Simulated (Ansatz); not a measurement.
# LaGaO3 (Pnma): the gap up the ladder of methods

Wanted: a ladder of band gaps for LaGaO3 (Pnma), from density functionals to G0W0.

Program: Ansatz 0.2.0. Level of theory: density functionals, hybrids and G0W0, plane waves, PAW. Results are calculated unless marked as measured.

### Step 1. Set-up

It takes space group Pnma (No. 62, orthorhombic). Conventional cell: a = 5.486 Å, b = 7.764 Å, c = 5.514 Å, α = 90.00°, β = 90.00°, γ = 90.00°. Nearest to La lie 9 O at 2.40 to 2.95 Å. Nearest to Ga lie 6 O at 1.96 to 1.99 Å. O has 2 Ga at 1.98 Å and 3 La at 2.40 to 2.95 Å nearest. O has 2 Ga at 1.96 to 1.99 Å and 3 La at 2.43 to 2.78 Å nearest. Farther neighbours and most contacts between anions are not listed.

The cell and positions come from the Crystallography Open Database and are kept as given unless a step says otherwise. Spin-orbit coupling is left out unless a step names it. The default PAW set here is soft_2. Its files were made with PBE.

### Step 2. LDA on the 4×4×4 mesh

Levels along a band path and on the mesh show where this functional puts the band edges.

This step: DFT, LDA, plane waves, PAW.

input.yaml

```yaml
crystal:
  lattice:
    - [5.48589, 0.0, 0.0]
    - [0.0, 7.76421, 0.0]
    - [0.0, 0.0, 5.51395]
  atoms:
    - { symbol: La, position: [0.98, 0.25, 0.005] }
    - { symbol: La, position: [0.02, 0.75, 0.995] }
    - { symbol: La, position: [0.52, 0.75, 0.505] }
    - { symbol: La, position: [0.48, 0.25, 0.495] }
    - { symbol: Ga, position: [0.0, 0.0, 0.5] }
    - { symbol: Ga, position: [0.0, 0.5, 0.5] }
    - { symbol: Ga, position: [0.5, 0.0, 0.0] }
    - { symbol: Ga, position: [0.5, 0.5, 0.0] }
    - { symbol: O, position: [0.513, 0.25, 0.929] }
    - { symbol: O, position: [0.487, 0.75, 0.071] }
    - { symbol: O, position: [0.987, 0.75, 0.429] }
    - { symbol: O, position: [0.013, 0.25, 0.571] }
    - { symbol: O, position: [0.723, 0.0367, 0.281] }
    - { symbol: O, position: [0.277, 0.5367, 0.719] }
    - { symbol: O, position: [0.777, 0.9633, 0.781] }
    - { symbol: O, position: [0.223, 0.4633, 0.219] }
    - { symbol: O, position: [0.277, 0.9633, 0.719] }
    - { symbol: O, position: [0.723, 0.4633, 0.281] }
    - { symbol: O, position: [0.223, 0.0367, 0.219] }
    - { symbol: O, position: [0.777, 0.5367, 0.781] }
kpoints:
  mp_grid: { grid: [4, 4, 4] }
  band_path:
    path:
      - [[0.0, 0.0, 0.0], [0.5, 0.0, 0.0], [0.5, 0.5, 0.0], [0.0, 0.5, 0.0], [0.0, 0.0, 0.0], [0.0, 0.0, 0.5], [0.5, 0.0, 0.5], [0.5, 0.5, 0.5], [0.0, 0.5, 0.5], [0.0, 0.0, 0.5]]
      - [[0.5, 0.0, 0.0], [0.5, 0.0, 0.5]]
      - [[0.0, 0.5, 0.0], [0.0, 0.5, 0.5]]
      - [[0.5, 0.5, 0.0], [0.5, 0.5, 0.5]]
    npoints: 10
hamiltonian:
  xc: lda
scf:
  occupations: { method: fermi_dirac, width: 0.02 }
  n_extra_bands: 10
output:
  eigenvalues: true
```

Run with:

```sh
$ ansatz run input.yaml --threads 16 --pin off --max-ram 92160MiB --backend cuda --events-out ev --progress --plain --runs-dir out --devices 1 --max-vram 157GiB
```

Numbers of over 12 decimals in the logs are rounded to 6 here.

What it wrote:

```text
scf.n_extra_bands = 10 over 84 filled bands (N_el = 168.0): the run solves 94 bands
GPUs: using 1 of 1 available (devices: 1).
Engine: ansatz 0.2.0, aarch64-unknown-linux-gnu
Pseudopotentials: kind: paw
Pseudopotential: La, paw, valence charge 11, recommended cutoff 420 eV (normal), La.paw.azcp
Pseudopotential: Ga, paw, valence charge 13, recommended cutoff 420 eV (normal), Ga.paw.azcp
Pseudopotential: O, paw, valence charge 6, recommended cutoff 420 eV (normal), O.paw.azcp
Functional definition: SPW92
  exchange = slater_x
  correlation = pw_c
device memory: the entry about to start is reckoned to put 6.7 GiB on a device that reports 182.5 GiB free (of which the cap on the GPU budget leaves the run 157.0 GiB)
GPU FFT provider: cuFFT
GPU libraries: cuBLAS 13.8.1, cuFFT 12.4.0, cuSOLVER 12.3.2
GPU matrix products: emulated (plane waves: as basis.precision tells), large ones in fixed point in workspaces of 1.00 GiB
Crystal: 20 atoms, lattice volume = 234.859 Å³
Basis set: ecut = 420 eV, 4557 PW (Γ)
Bands: 94, of which v1, the nominal top of the filled ones, is band 84 counted from 1 (83 counted from 0)
Symmetry: 8 space group operations
Space group: Pnma (ITA 62), of the structure as read, at distance tolerance 6.2e-5 Å
k-points: 27 of 64
Non-local potential: La, projectors of the file, l = 0: 3, l = 1: 2, l = 2: 2, l = 3: 3
Non-local potential: Ga, projectors of the file, l = 0: 2, l = 1: 2, l = 2: 3, l = 3: 1
Non-local potential: O, projectors of the file, l = 0: 2, l = 1: 2, l = 2: 1
PAW form: soft (Blöchl's): semilocal exchange-correlation on the pseudo side does not see the compensation charge
PAW frozen core: La, regenerated for the run's functional, and the local potential with it (the file was generated under x = pbe(κ = 0.804, μ = 0.219515), c = pbe(β = 0.066725))
PAW frozen core: Ga, regenerated for the run's functional, and the local potential with it (the file was generated under x = pbe(κ = 0.804, μ = 0.219515), c = pbe(β = 0.066725))
PAW frozen core: O, regenerated for the run's functional, and the local potential with it (the file was generated under x = pbe(κ = 0.804, μ = 0.219515), c = pbe(β = 0.066725))
PAW one-centre angular grid: La, 590 points (default); XC on 64 Gauss nodes
PAW one-centre angular grid: Ga, 590 points (default); XC on 64 Gauss nodes
PAW one-centre angular grid: O, 110 points (default); XC on 64 Gauss nodes
Initial density: superposition of atomic densities (neutral atoms: chi_scale 0, normalization atom), corrected by the library's trained network
Initial wavefunctions: pseudopotential atomic-orbital guess
GPU buffer pool allocated for 86400 grid points (all kernels)
GPU transforms: local potential and band sums: pruned to the plane-wave sphere, on 40×54×40
Functional: x = slater, c = lda
SCF iter   1: F=—  HF=-45821.668680 eV  |F-HF|=—  |Δ(HF+E_count)|=         —  Δρ=1.91e-2  dr2=7.61e-1  ethr=1.77e-3  ⟨swp⟩=6.4  Hψ=10990  notcnv=0
preconditioner: auto → Resta (q_TF=auto, 2.580 Å⁻¹)  ε∞=5.9  [insulator: Δε(μ)=3.492 eV  Ē_g=14.186 eV  σ=0.020 eV  W_gap=1.00  n_scr=66 (ndim 8)  ℏωp=31.4 eV  f_vac=0.000  D(μ)=0.00/eV (n_scr^D=0)  ε∞_Penn≈5.9]
SCF iter   2: F=—  HF=-45821.482177 eV  |F-HF|=—  |Δ(HF+E_count)|=   1.87e-1  Δρ=4.85e-3  dr2=1.84e-2  ethr=4.53e-4  ⟨swp⟩=5.0  Hψ=6073  notcnv=0  defer=4
SCF iter   3: F=—  HF=-45821.477255 eV  |F-HF|=—  |Δ(HF+E_count)|=   4.92e-3  Δρ=2.25e-3  dr2=5.54e-3  ethr=1.09e-5  ⟨swp⟩=3.7  Hψ=5380  notcnv=0
SCF iter   4: F=—  HF=-45821.476091 eV  |F-HF|=—  |Δ(HF+E_count)|=   1.16e-3  Δρ=6.07e-4  dr2=4.29e-4  ethr=3.30e-6  ⟨swp⟩=3.0  Hψ=4893  notcnv=0
SCF iter   5: F=—  HF=-45821.475768 eV  |F-HF|=—  |Δ(HF+E_count)|=   3.23e-4  Δρ=1.52e-4  dr2=4.88e-5  ethr=2.56e-7  ⟨swp⟩=2.1  Hψ=4035  notcnv=0
SCF iter   6: F=—  HF=-45821.476002 eV  |F-HF|=—  |Δ(HF+E_count)|=   2.35e-4  Δρ=7.38e-5  dr2=1.10e-5  ethr=2.90e-8  ⟨swp⟩=2.0  Hψ=4698  notcnv=0
SCF iter   7: F=—  HF=-45821.476000 eV  |F-HF|=—  |Δ(HF+E_count)|=   2.39e-6  Δρ=1.81e-5  dr2=7.14e-7  ethr=6.54e-9  ⟨swp⟩=2.0  Hψ=4371  notcnv=0
SCF iter   8: F=-45821.476000 eV  HF=-45821.476000 eV  |F-HF|=5.24e-8  |Δ(HF+E_count)|=   1.52e-7  Δρ=5.40e-6  dr2=5.77e-8  ethr=5.95e-11  ⟨swp⟩=7.2  Hψ=8793  notcnv=0
SCF 1 converged in 8 iterations: F = -45821.476000 eV  dr2 = 5.77e-8
[...]
device memory: the entry about to start is reckoned to put 25.9 GiB on a device that reports 182.5 GiB free (of which the cap on the GPU budget leaves the run 157.0 GiB)
NSCF: frozen V_eff on 124 k-points, pencils in batches of 32, up to order 416
SCF converged after 8 iterations
Free energy (F): -45821.476000 eV
Harris-Foulkes:  -45821.476000 eV  (|F-HF|=5.24e-8)
Internal energy: -45821.476000 eV  (E = F + TS)
E sigma→0 (E₀):  -45821.476000 eV
Fermi energy:    12.702098 eV
--- Per-component energies (eV) ---
  E_band       = 213.377823
  E_kinetic    = 3338.704015
  E_local      = -11811.455958  (includes V_loc(G=0)·N_el)
  E_nonlocal   = 2742.475489
  E_hartree    = 5167.228753
  E_xc         = -1701.771891
  E_vxc        = -1948.727644  (∫ρ·V_xc dr)
  E_paw        = -30437.904543  (= ΣΔE_a)
  E_vpaw       = -2442.099819  (= ΣTr[D̂ρ^β])
  E_aug_tail   = 0.029567  (compensation charges beyond the density's cutoff)
  E_ewald      = -13128.149273
  E_core_change = 9.367843  (= ΣΔE_core)
  E_smearing   = -0.000000  (= −TS)
  E_closure    = 0.000000  (closes the sum)
  Σ components = -45821.476000   (vs F -45821.476000, Δ=0.00e0)
--- Band table (eV; the first three rows and the last of 27) ---
  k-point 0: bands = [... 80 lower, 10.6212, 10.6616, 10.7344, 10.7433, 14.5182, 15.4076, 15.4744, 15.5699, ... 6 higher]
  k-point 1: bands = [... 80 lower, 10.5438, 10.6255, 10.6960, 10.7586, 15.0170, 15.4479, 15.5276, 15.5745, ... 6 higher]
  k-point 2: bands = [... 80 lower, 10.4469, 10.4469, 10.8067, 10.8067, 15.5444, 15.5444, 15.6329, 15.6329, ... 6 higher]
  k-point 26: bands = [... 80 lower, 10.5882, 10.5882, 10.5882, 10.5882, 15.6269, 15.6269, 15.6269, 15.6269, ... 6 higher]
```

It took 2.8 s on 1 × NVIDIA GB200 with 16 threads of Arm Neoverse V2, shared host; peak memory 1.2 GiB.

This step gave:

| Item | Value |
| --- | --- |
| filled bands | 84 |
| gap | 3.653 eV |
| valence top at | U |
| conduction bottom at | Γ |
| least direct gap | 3.775 eV |

Over mesh and path the gap is 3.653 eV, from k = (0.500, 0.000, 0.500) to k = Γ. The least direct gap found is 3.775 eV, at k = Γ.

### Step 3. LDA+SOC on the 4×4×4 mesh

This run has two-component orbitals with spin-orbit coupling.

This step: DFT, LDA with spin-orbit coupling, plane waves, PAW.

input.yaml, the sections that differ from step 2:

```yaml
kpoints:
  mp_grid: { grid: [4, 4, 4] }
  band_path:
    path:
      - [0.0, 0.0, 0.0]
      - [0.5, 0.0, 0.0]
      - [0.5, 0.5, 0.0]
      - [0.0, 0.5, 0.0]
      - [0.0, 0.0, 0.5]
      - [0.5, 0.0, 0.5]
      - [0.5, 0.5, 0.5]
      - [0.0, 0.5, 0.5]
    npoints: 1
scf:
  occupations: { method: fixed }
  n_extra_bands: 20
magnetization:
  noncollinear: true
  spin_orbit: true
# crystal, hamiltonian, output: as in step 2
```

What it wrote:

```text
[...]
GPUs: using 1 of 1 available (devices: 1).
[...]
non-collinear run that drives no moment, with spin-orbit: no starting moment large enough to seed its density (crystal.atoms[].spin), no starting occupations that ask for one, no magnetisation constraint and no magnetic field, so the semilocal B_xc is pinned to zero
concurrent solve slots: 14 of 16 are kept, ahead of what memory takes: no pass of the eigensolver takes more rounds on 14
[...]
Crystal: 20 atoms, lattice volume = 234.859 Å³
Basis set: ecut = 420 eV, 4557 PW (Γ)
Bands: 188, of which v1, the nominal top of the filled ones, is band 168 counted from 1 (167 counted from 0)
Symmetry: 8 space group operations + 8 with time reversal
[...]
k-points: 27 of 64
Projection manifold: j_resolved (fully-relativistic pseudo-atomic orbitals)
[...]
SCF iter   1: F=—  HF=-45845.094497 eV  |F-HF|=—  |Δ(HF+E_count)|=         —  Δρ=7.50e-2  dr2=1.03e1  dr2_m=0.00e0 (ungated)  ethr=3.10e-3  |M|=0.00e0 ∫|m|=0.00e0 μB  |m|>n=0.0e0 m-floor=0.0e0 τ_xc=0.0e0  β_m=0.30  ⟨swp⟩=3.0  Hψ=13003  notcnv=0  defer=62
[...]
spin=Noncollinear: Resta preconditioning applied to the charge; magnetization (m_x, m_y, m_z) channels mix plain (no charge-response kernel on spin).
SCF iter   2: F=—  HF=-45843.489580 eV  |F-HF|=—  |Δ(HF+E_count)|=    1.60e0  Δρ=4.77e-2  dr2=3.94e0  dr2_m=0.00e0 (ungated)  ethr=3.10e-3  |M|=0.00e0 ∫|m|=0.00e0 μB  |m|>n=0.0e0 m-floor=0.0e0 τ_xc=0.0e0  β_m=0.52  ⟨swp⟩=3.4  Hψ=4548  notcnv=0  defer=122
[...]
SCF iter   4: F=—  HF=-45842.277098 eV  |F-HF|=—  |Δ(HF+E_count)|=   1.85e-1  Δρ=3.61e-3  dr2=3.07e-2  dr2_m=0.00e0 (ungated)  ethr=3.75e-4  |M|=0.00e0 ∫|m|=0.00e0 μB  |m|>n=0.0e0 m-floor=0.0e0 τ_xc=0.0e0  β_m=0.76  ⟨swp⟩=6.0  Hψ=5342  notcnv=0  defer=406
[...]
SCF 1 converged in 10 iterations: F = -45842.271859 eV  dr2 = 7.40e-8
[...]
SCF converged after 10 iterations
[...]
```

Elapsed: 3.1 s, on 1 × NVIDIA GB200 with 16 threads; peak memory 1.8 GiB.

Numbers from this step:

```yaml
gap: 3.652 eV
valence_top_at: U
conduction_bottom_at: Γ
least_direct_gap: 3.758 eV
```

Over mesh and listed points the gap is 3.652 eV, from k = (0.500, 0.000, 0.500) to k = Γ. The least direct gap found is 3.758 eV, at k = Γ. LDA+SOC against LDA: 3.652 − 3.653 = −0.001 eV, with the same mesh, set of files (read in its fully relativistic form for the spin-orbit run) and cutoff, and both edges at the same k points. The spin-orbit run sees mesh and listed points alone, so its gap is an upper bound: the coupling can move an edge off these points, and the change over the zone, its sign included where it is small, is not known.

### Step 4. HSE06 on the 4×2×4 mesh

HSE06 mixes in a quarter of exact exchange at short range.

This step: DFT, HSE06, plane waves, PAW.

Edit input.yaml of step 3 so:

```diff
@@ -27,3 +27,3 @@
 kpoints:
-  mp_grid: { grid: [4, 4, 4] }
+  mp_grid: { grid: [4, 2, 4] }
   band_path:
@@ -40,9 +40,6 @@
 hamiltonian:
-  xc: lda
+  xc: hse06
 scf:
   occupations: { method: fixed }
-  n_extra_bands: 20
-magnetization:
-  noncollinear: true
-  spin_orbit: true
+  n_extra_bands: 10
 output:
```

What it wrote:

```text
[...]
GPUs: using 1 of 1 available (devices: 1).
[...]
davidson cushion auto → on  (no smearing: the cushion is to keep the highest requested band from converging to the state above it; pin scf.eigensolver.cushion to override)
[...]
Crystal: 20 atoms, lattice volume = 234.859 Å³
Basis set: ecut = 420 eV, 4557 PW (Γ)
[...]
Stability not checked: this state was not tested for a lower state beside it, because the functional holds exact exchange (a hybrid, or Hartree-Fock), whose exchange loop this test does not read (fock_operator; see scf.lower_state_search)
Free energy (F): -46983.869668 eV
Frozen-core exchange: fock
[...]
Internal energy: -46983.869668 eV  (E = F + TS)
E sigma→0 (E₀):  -46983.869668 eV
Fermi energy:    10.156940 eV
[...]
--- Band table (eV; the first three rows and the last of 18) ---
[...]
```

The job ended after 25 s (1 × NVIDIA GB200 with 16 threads; peak memory 2.5 GiB; 3.6 min of CPU time).

This step gave:

* gap: 5.535 eV
* valence top at: U
* conduction bottom at: Γ
* least direct gap: 5.606 eV
* exact-exchange fraction: 0.25

Over mesh and listed points the gap is 5.535 eV, from k = (0.500, 0.000, 0.500) to k = Γ. The least direct gap found is 5.606 eV, at k = Γ. HSE06 against LDA: 5.535 − 3.653 = +1.882 eV. The runs also differ in mesh (4×4×4 and 4×2×4), so how much of this comes from the functional alone is not known.

### Step 5. HSE06+SOC on the 4×2×4 mesh

This step: DFT, HSE06 with spin-orbit coupling, plane waves, PAW.

Edit input.yaml of step 4 so:

```diff
@@ -43,3 +43,6 @@
   occupations: { method: fixed }
-  n_extra_bands: 10
+  n_extra_bands: 20
+magnetization:
+  noncollinear: true
+  spin_orbit: true
 output:
```

What it wrote:

```text
[...]
GPUs: using 1 of 1 available (devices: 1).
[...]
Crystal: 20 atoms, lattice volume = 234.859 Å³
Basis set: ecut = 420 eV, 4557 PW (Γ)
Bands: 188, of which v1, the nominal top of the filled ones, is band 168 counted from 1 (167 counted from 0)
Symmetry: 8 space group operations + 8 with time reversal
[...]
k-points: 18 of 32
Projection manifold: j_resolved (fully-relativistic pseudo-atomic orbitals)
[...]
SCF iter   2: F=—  HF=-46986.546216 eV  |F-HF|=—  |Δ(HF+E_count)|=   9.10e-1  Δρ=4.40e-2  dr2=2.23e0  dr2_m=0.00e0 (ungated)  ethr=5.00e-3  |M|=0.00e0 ∫|m|=0.00e0 μB  |m|>n=0.0e0 m-floor=0.0e0 τ_xc=0.0e0  β_m=0.44  ⟨swp⟩=5.4  Hψ=9528  notcnv=0
[...]
hybrid outer 1: dexx = +1.393e-1 eV, tail = 8.16e-4 eV
[...]
SCF 3 converged in 5 iterations: F = -46975.410763 eV  dr2 = 7.81e-8
[...]
```

Wall time 2.3 min (1 × NVIDIA GB200 with 16 threads); peak memory 7.6 GiB.

This step gave:

| Property | Result |
| --- | --- |
| gap | 5.534 eV |
| valence top at | U |
| conduction bottom at | Γ |
| least direct gap | 5.605 eV |
| exact-exchange fraction | 0.25 |

Over mesh and listed points the gap is 5.534 eV, from k = (0.500, 0.000, 0.500) to k = Γ. The least direct gap found is 5.605 eV, at k = Γ. HSE06+SOC against HSE06: 5.534 − 5.535 = −0.001 eV, with the same mesh, set of files (read in its fully relativistic form for the spin-orbit run) and cutoff, and both edges at the same k points. The spin-orbit run sees mesh and listed points alone, so its gap is an upper bound: the coupling can move an edge off these points, and the change over the zone, its sign included where it is small, is not known.

### Step 6. G0W0@LDA, 4×2×4 mesh, 2910 empty bands, screening to 310 eV, hard PAW files

G0W0 replaces the xc potential by a self-energy built once from the orbitals of the start. Levels are corrected in the window of bands that the input names, at points of the mesh.

This step: G0W0 on LDA, plane waves, PAW.

Edit input.yaml of step 5 so:

```diff
@@ -28,22 +28,12 @@
   mp_grid: { grid: [4, 2, 4] }
-  band_path:
-    path:
-      - [0.0, 0.0, 0.0]
-      - [0.5, 0.0, 0.0]
-      - [0.5, 0.5, 0.0]
-      - [0.0, 0.5, 0.0]
-      - [0.0, 0.0, 0.5]
-      - [0.5, 0.0, 0.5]
-      - [0.5, 0.5, 0.5]
-      - [0.0, 0.5, 0.5]
-    npoints: 1
 hamiltonian:
-  xc: hse06
+  xc: lda
+  pseudopotentials: { kind: paw, source: ansatz }
 scf:
   occupations: { method: fixed }
-  n_extra_bands: 20
-magnetization:
-  noncollinear: true
-  spin_orbit: true
-output:
-  eigenvalues: true
+gw:
+  n_empty_bands: 2910
+  ecut_chi: 310.0
+  qp_bands: [v4, c4]
+  qp_kpoints: band_edges
+  screening: { model: contour_deformation }
```

What it wrote:

```text
GPUs: using 1 of 1 available (devices: 1).
[...]
Crystal: 20 atoms, lattice volume = 234.859 Å³
Basis set: ecut = 1020 eV, 17373 PW (Γ)
Bands: 120, of which v1, the nominal top of the filled ones, is band 100 counted from 1 (99 counted from 0)
Symmetry: 8 space group operations
[...]
k-points: 18 of 32
[...]
17    99     11.1887   -26.0659     4.0347   -21.1112  0.7558    10.2584    10.2687  root
    17   100     11.1887   -26.0659     4.0347   -21.1112  0.7558    10.2584    10.2687  root
    17   101     16.2554   -19.0946    -9.8681   -32.5431  0.7324    20.3221    19.8358  root ?
    17   102     16.2554   -19.0946    -9.8681   -32.5431  0.7324    20.3221    19.8358  root ?
    17   103     16.2554   -19.0946    -9.8681   -32.5431  0.7324    20.3221    19.8358  root ?
    17   104     16.2554   -19.0946    -9.8681   -32.5431  0.7324    20.3221    19.8358  root ?
[key lines of the parts left out:]
SCF converged after 10 iterations
```

Elapsed: 8.1 min, on 1 × NVIDIA GB200 with 16 threads; peak memory 39 GiB; 22 min of CPU time.

This step gave:

```
bands summed                                    : 3010
RPA ε∞ on this mesh (eigenvalues)               : 4.872, 4.879, 5.001
plane waves in the screening matrix             : 2903
G0W0 gap over the corrected points              : 5.484 eV
k of the valence top                            : -0.5, 0, -0.5
k of the conduction bottom                      : 0, 0, 0
starting gap on the mesh                        : 3.651 eV
Z at the valence top                            : 0.7561
Z at the conduction bottom                      : 0.8133
least direct G0W0 gap over the corrected points : 5.580 eV
```

Over all 18 irreducible mesh points the G0W0 gap is 5.484 eV, from k = (-0.500, 0.000, -0.500) to k = Γ. The LDA gap of this run on the mesh is 3.651 eV. The two states that bound the G0W0 gap lie that far apart at the start, so the correction of the gap is 5.484 − 3.651 = +1.833 eV. The program marks 65 of the 144 corrected levels as in doubt (energies apart), neither edge state among them.

(Part 1 of 2 ends here.)

[Paths, hosts, dates, memory and timing lines, banners, echoed tables and standing remarks are left out of the program output.]

[Logs are printed without paths, hosts, clocks, repeated set-up lines and the standing remarks that a program may print on its own settings, such as how far it seeks lower states.]

[Runs of the session that timed out or met a known fault of the program may be left out.]

[Cells called generated may have been cut or substituted from an entry of the Crystallography Open Database or the Materials Project.]

[Hosts, paths, dates, database ids (printed as entryN), source tags and the programs' standing remarks are cut or masked in the printed files.]

[Where an RPA ε∞ is given, it is that of the G0W0 mesh and is not shown converged in it. Names of k-points follow the symmetry that the program found, which can be lower than the space group named. Band edges on a path are those of the sampled points; other points can move an edge, and change direct to indirect where valleys lie close.]

[Hybrid gaps are those of their k-mesh and are not shown converged in it.]
